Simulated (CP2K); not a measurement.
Consider vinylketene at its PBE geometry (Å).

```xyz
9

C    -1.5284    0.4449   -0.4705
C    -0.4340    0.2412    0.2855
C     0.8074   -0.3499   -0.1937
C     1.8689   -0.5460    0.5780
O     2.8085   -0.7217    1.2630
H    -1.5597    0.1734   -1.5262
H    -2.4230    0.8904   -0.0402
H    -0.4542    0.5303    1.3383
H     0.9144   -0.6627   -1.2340
```

Method: CP2K XAS_TDP, all-electron GAPW, PBEh(45%), aug-cc-pVDZ, TDA, no relativity.

Q: Where do the C K-edge lines lie, and how strong are they?

Leading lines: C1 280.96 eV, C2 281.65 eV, C3 283.15 eV and C4 282.16 eV. The leading line of an atom is its first one with 35 % of the strongest within 2.5 eV of its lowest line over the strength cut. 

The first six lines of each atom with a strength over 0.0015:

| atom | energy (eV) | states | strength, one atom |
| --- | --- | --- | --- |
| C1 (bonded to C and 2 H) | 280.96 | 1 | 0.0475 |
|  | 283.44 | 1 | 0.0049 |
|  | 284.03 | 1 | 0.0048 |
|  | 284.44 | 1 | 0.0119 |
|  | 285.50 | 1 | 0.0061 |
|  | 285.64 | 1 | 0.0062 |
| C2 (bonded to 2 C and H) | 281.65 | 1 | 0.0524 |
|  | 283.38 | 1 | 0.0081 |
|  | 284.73 | 1 | 0.0148 |
|  | 286.01 | 1 | 0.0031 |
|  | 286.50 | 1 | 0.0018 |
|  | 286.85 | 1 | 0.0016 |
| C3 (bonded to 2 C and H) | 283.15 | 1 | 0.0224 |
|  | 284.64 | 1 | 0.0055 |
|  | 284.73 | 1 | 0.0216 |
|  | 285.23 | 1 | 0.0122 |
|  | 286.35 | 1 | 0.0035 |
|  | 286.64 | 1 | 0.0071 |
| C4 (bonded to C and O) | 282.16 | 1 | 0.0754 |
|  | 284.88 | 1 | 0.0667 |
|  | 289.03 | 1 | 0.0036 |
|  | 291.34 | 1 | 0.0022 |
|  | 292.77 | 1 | 0.0018 |
|  | 293.62 | 1 | 0.0018 |

Lines are vertical, at one geometry, with no vibrational structure. Without a correction of the core level, line positions, and the gaps between valence and Rydberg lines, follow the share of exact exchange. At this level such K lines come out 3 to 6 eV under measured ones. These values hold no scalar relativity, about 0.1 eV for C 1s. Rydberg lines, and the discretised continuum above threshold, depend on the basis and the box.

[Banner, clock and machine lines of the logs are left out without a mark of their own.]

[Logs are printed without paths, hosts, clocks, repeated set-up lines and the standing remarks that a program may print on its own settings, such as how far it seeks lower states.]

[Hosts, paths, dates, database ids (printed as entryN), source tags and the programs' standing remarks are cut or masked in the printed files.]
